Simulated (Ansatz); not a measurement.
# Is the response still linear at 0.5 V/Å? 1T-GeBr2 monolayer

The dipole of a slab grows in proportion to a weak field along its normal. Does the weak-field slope carry to a strong field?

**Method.** Ansatz 0.2.0, plane waves with PAW datasets (its set soft_2), PBE-D3(BJ); atoms held at their relaxed places, 18 Å of vacuum, dipole correction, cell area 13.87 Å², 18×18 k-points, smearing 0.02585 eV. Without field the slab has a gap of 2.36 eV.

| run | field (V/Å) | dipole (e·Å) |
| --- | --- | --- |
| run 1 | −0.10 | −0.03762 |
| run 2 | 0.00 | 0.00000 |
| run 3 | 0.10 | 0.03762 |
| run 4 | 0.50 | ? |

**Question.** What value belongs in the row marked “?”, and how far can the other rows tell?

A least-squares line through the 3 rows shown has slope 0.376200 and intercept 0.000000; no row lies more than 0.00001 e·Å off it. A perfect conductor with that slope would be 180.95 × 0.37620 / 13.87 = 4.91 Å thick. At 0.50 it gives 0.376200 × 0.50 + 0.000000 = 0.18810 e·Å, beyond the rows fitted. Rounding and scatter of the rows alone allow about ±0.00002 e·Å there.

The run itself gives 0.18826 e·Å: a miss of +0.00016 e·Å. That is under 1 % of the induced dipole, so the response is still linear.

Caveats: Ions are held, so this is the electronic response. Of the series that stay linear within 1 %, this collection keeps about one in seven, and it keeps all that bend.
